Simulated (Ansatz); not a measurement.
# Ba (Im-3m): phonon-mediated transition temperature

Aim: the phonon-mediated transition temperature of Ba (Im-3m) at ambient pressure, over a range of μ*. The cell shown first is a relaxed one, from steps not shown here.

Calculated with Ansatz 0.2.0; DFT PBE, scalar-relativistic, plane waves, PseudoDojo norm-conserving pseudopotentials, in the first sound run; inputs show where later runs differ.

Report form: the programs' logs are mostly left out.

**1. The cell after earlier relaxation steps**

It takes space group Im-3m (No. 229, cubic). Conventional cell: a = 5.012 Å, b = 5.012 Å, c = 5.012 Å, α = 90.00°, β = 90.00°, γ = 90.00°. Nearest to Ba lie 8 Ba at 4.34 Å.

**2. Resistivity: PseudoDojo files**

The run that gives the couplings also evaluates McMillan's and Allen and Dynes's formulas and, where asked, the Eliashberg equations, over a range of μ*.

File input.yaml:

```yaml
crystal:
  lattice:
    - [-2.5062066887, 2.5062066887, 2.5062066887]
    - [2.5062066887, -2.5062066887, 2.5062066887]
    - [2.5062066887, 2.5062066887, -2.5062066887]
  atoms:
    - { symbol: Ba, position: [0.0, 0.0, 0.0] }
kpoints:
  mp_grid: { grid: [12, 12, 12] }
hamiltonian:
  xc: pbe
  pseudopotentials: { kind: nc, accuracy: standard }
scf:
  occupations: { method: methfessel_paxton, width: 0.2 }
output:
  eigenvalues: true
phonons:
  method: dfpt
  qmesh: [4, 4, 4]
  temperatures: { t_max: 1000, t_step: 50 }
  qpath:
    path:
      - [[0.0, 0.0, 0.0], [0.5, -0.5, 0.5], [0.0, 0.0, 0.5], [0.0, 0.0, 0.0], [0.25, 0.25, 0.25], [0.5, -0.5, 0.5]]
      - [[0.25, 0.25, 0.25], [0.0, 0.0, 0.5]]
    npoints: 6
  electrical_resistivity:
    mesh: [16, 16, 16]
    temperatures: [20.0, 50.0, 80.0, 100.0, 150.0, 200.0, 273.0, 300.0, 400.0, 500.0, 600.0, 800.0]
  superconductivity: { mesh: [16, 16, 16], eliashberg_equations: false }
```

Launch:

```sh
$ ansatz run input.yaml --threads 16 --pin off --max-ram 92160MiB --backend cuda --events-out ev --progress --plain --runs-dir out --max-vram 78GiB
```

Run time: 39 s. Hardware: 1 × NVIDIA GB200 with 16 threads of Arm Neoverse V2, shared host; peak memory 7.3 GiB.

This step gave:

* volume per atom: 62.97 Å³/atom
* metallic on mesh: yes
* gap on the k-mesh: 0 eV
* zero point energy: 0.009405 eV/cell
* share of imaginary modes in the plain interpolation between solved wavevectors: 0
* highest frequency, solved or plainly interpolated: 75.21 cm⁻¹
* Debye temperature (second moment): 99 K
* resistivity at 300 K: 29.47 μΩ cm
* coupling constant λ: 0.2375
* density of states at the Fermi level: 0.6005 states/eV a spin and cell
* log mean phonon energy ħω_log: 4.875 meV
* transport coupling constant λ_tr: 0.2185, 0.2185, 0.2185 (xx, yy, zz)
* Drude plasma energy: 2.799, 2.799, 2.799 eV (xx, yy, zz)
* resistivity times mean free path: 25.35, 25.35, 25.35 × 10⁻¹⁶ Ω m² (xx, yy, zz)
* second-moment phonon energy ħω₂: 5.614 meV
* coupling λ by branch: 0.141, 0.0542, 0.0426 (branches by rank of frequency)

An empty cell: under 1 mK by a formula, or no transition down to the floor of the Eliashberg search. Transition temperatures:

```csv
μ*,McMillan Tc (K),Allen–Dynes Tc (K)
0.08,0.0069,0.00695
0.1,0.00133,0.00133
0.12,-,-
0.13,-,-
0.14,-,-
0.16,-,-
0.2,-,-
```

**3. Coupling and resistivity: finite displacements**

Finite displacements in a supercell are the other road to force constants and couplings; here with the base functional.

This step: DFT PBE, scalar-relativistic, plane waves, PAW; PAW set soft_1 (Ansatz 0.2.0).

input.yaml: that of step 2 with these lines changed.

```diff
@@ -2,5 +2,5 @@
   lattice:
-    - [-2.5062066887, 2.5062066887, 2.5062066887]
-    - [2.5062066887, -2.5062066887, 2.5062066887]
-    - [2.5062066887, 2.5062066887, -2.5062066887]
+    - [-2.5065, 2.5065, 2.5065]
+    - [2.5065, -2.5065, 2.5065]
+    - [2.5065, 2.5065, -2.5065]
   atoms:
@@ -11,3 +11,3 @@
   xc: pbe
-  pseudopotentials: { kind: nc, accuracy: standard }
+  pseudopotentials: { kind: paw, azcp: { folder: soft_1 } }
 scf:
@@ -17,4 +17,4 @@
 phonons:
-  method: dfpt
-  qmesh: [4, 4, 4]
+  method: fd
+  supercell: [4, 4, 4]
   temperatures: { t_max: 1000, t_step: 50 }
```

Run time: 33 s. Hardware: 1 × NVIDIA GB200 with 16 threads; peak memory 6.9 GiB; 4.4 min of CPU time.

This step gave:

| Item | Value |
| --- | --- |
| volume per atom | 62.99 Å³/atom |
| zero point energy | 0.009403 eV/cell |
| highest frequency, solved or plainly interpolated | 75.2 cm⁻¹ |
| resistivity at 300 K | 29.5 μΩ cm |
| coupling constant λ | 0.2379 |
| density of states at the Fermi level | 0.6013 states/eV a spin and cell |
| log mean phonon energy ħω_log | 4.876 meV |
| transport coupling constant λ_tr | 0.2188, 0.2188, 0.2188 (xx, yy, zz) |
| Drude plasma energy | 2.801, 2.801, 2.801 eV (xx, yy, zz) |
| resistivity times mean free path | 25.32, 25.32, 25.32 × 10⁻¹⁶ Ω m² (xx, yy, zz) |
| coupling λ by branch | 0.141, 0.0543, 0.0426 (branches by rank of frequency) |

An empty cell: under 1 mK by a formula, or no transition down to the floor of the Eliashberg search. Transition temperatures:

```
  μ*  McMillan Tc (K)  Allen–Dynes Tc (K)
0.08          0.00702             0.00707
 0.1          0.00136             0.00137
0.12                -                   -
0.13                -                   -
0.14                -                   -
0.16                -                   -
 0.2                -                   -
```

**4. Electron–phonon run: r2SCAN at its own relaxed cell**

The functional sets the lattice constant, the bands and the force constants.

This step: DFT r2SCAN, scalar-relativistic, plane waves, PAW; PAW set soft_1 (Ansatz 0.2.0).

input.yaml: that of step 3 with these lines changed.

```diff
@@ -2,5 +2,5 @@
   lattice:
-    - [-2.5065, 2.5065, 2.5065]
-    - [2.5065, -2.5065, 2.5065]
-    - [2.5065, 2.5065, -2.5065]
+    - [-2.5286079854, 2.5286079854, 2.5286079854]
+    - [2.5286079854, -2.5286079854, 2.5286079854]
+    - [2.5286079854, 2.5286079854, -2.5286079854]
   atoms:
@@ -10,3 +10,3 @@
 hamiltonian:
-  xc: pbe
+  xc: r2scan
   pseudopotentials: { kind: paw, azcp: { folder: soft_1 } }
@@ -17,4 +17,4 @@
 phonons:
-  method: fd
-  supercell: [4, 4, 4]
+  method: dfpt
+  qmesh: [4, 4, 4]
   temperatures: { t_max: 1000, t_step: 50 }
```

It took 1.9 min on 1 × NVIDIA GB200 with 16 threads; peak memory 6.7 GiB.

Numbers from this step:

| Quantity | Value |
| --- | --- |
| volume per atom | 64.67 Å³/atom |
| zero point energy | 0.009385 eV/cell |
| highest frequency, solved or plainly interpolated | 75 cm⁻¹ |
| Debye temperature (second moment) | 98 K |
| resistivity at 300 K | 24.87 μΩ cm |
| coupling constant λ | 0.22 |
| density of states at the Fermi level | 0.5647 states/eV a spin and cell |
| log mean phonon energy ħω_log | 5.138 meV |
| transport coupling constant λ_tr | 0.2031, 0.2031, 0.2031 (xx, yy, zz) |
| Drude plasma energy | 2.909, 2.909, 2.909 eV (xx, yy, zz) |
| resistivity times mean free path | 25.4, 25.4, 25.4 × 10⁻¹⁶ Ω m² (xx, yy, zz) |
| second-moment phonon energy ħω₂ | 5.798 meV |
| coupling λ by branch | 0.12, 0.0524, 0.0473 (branches by rank of frequency) |

An empty cell: under 1 mK by a formula, or no transition down to the floor of the Eliashberg search. Transition temperatures:

```csv
μ*,McMillan Tc (K),Allen–Dynes Tc (K)
0.08,0.00268,0.00269
0.1,-,-
0.12,-,-
0.13,-,-
0.14,-,-
0.16,-,-
0.2,-,-
```

Eliashberg function α²F against phonon energy; read off at these points:

```csv
phonon energy (meV),α²F,α²F tr
0.250,0,0
0.500,1.0e-4,0
0.750,3.8e-4,1.0e-4
1.000,9.5e-4,2.2e-4
1.250,0.00201,5.7e-4
1.500,0.00316,0.00112
1.750,0.00507,0.00191
2.000,0.0066,0.0028
2.250,0.00866,0.00393
2.500,0.0108,0.00515
2.750,0.0143,0.00729
3.000,0.0181,0.00988
3.250,0.0246,0.0146
3.500,0.0385,0.0247
3.750,0.114,0.0675
4.000,0.117,0.0934
4.250,0.129,0.119
4.500,0.147,0.144
4.546,0.147,0.146
4.750,0.141,0.139
5.000,0.115,0.113
5.250,0.0849,0.0867
5.500,0.0747,0.0783
5.750,0.0763,0.0802
6.000,0.0877,0.0897
6.250,0.102,0.108
6.500,0.101,0.113
6.750,0.104,0.117
7.000,0.106,0.113
7.164,0.116,0.116
7.250,0.0989,0.0968
7.500,0.0726,0.0651
7.750,0.0678,0.0589
8.000,0.0716,0.0715
8.250,0.0918,0.102
8.500,0.192,0.216
8.546,0.202,0.225
8.750,0.118,0.127
9.000,0.0823,0.0898
9.250,0.00657,0.00633
```

Twice the integral of α²F/ω over this curve gives λ = 0.22, half of it from below 5.13 meV. The most distinct maxima of the Eliashberg function α²F (α²F) lie at 4.55, 7.16 and 8.55 meV, the highest at 8.55 meV.

**5. Results**

```yaml
meshes: q 4×4×4, k 12×12×12, scattering 16×16×16
coupling_constant_lambda: 0.22
log_mean_phonon_energy_omega_log: 5.14 meV
```

What this shows: In the last run (r2SCAN, q 4×4×4, k 12×12×12, scattering 16×16×16), with λ = 0.22 and ħω_log = 5.14 meV, Tc at μ* = 0.13 is under 1 mK by the formulas. Wikipedia's list of superconducting elements holds no transition of Ba at normal pressure, in line with the calculation. In that run Allen and Dynes's formula gives no transition above 0.05 K at μ* = 0.10 or more. By the run's own test λ is not converged in the fine mesh: it moves by 3 % between the two finest, and by up to 6 % in the other runs. The run's transport test calls it not converged in the mesh; ρ(300 K) moves by 17 % in the component that moves most. Over the runs, λ takes the values 0.237, 0.238 and 0.22, in the order shown. μ* is a typed number, phonons are harmonic, and spin fluctuations are left out; with λ this near or under μ*(1 + 0.62 λ), the formulas give Tc only to its order of magnitude, or none.

[Logs are printed without paths, hosts, clocks, repeated set-up lines and the standing remarks that a program may print on its own settings, such as how far it seeks lower states.]

[Hosts, paths, dates, database ids (printed as entryN), source tags and the programs' standing remarks are cut or masked in the printed files.]
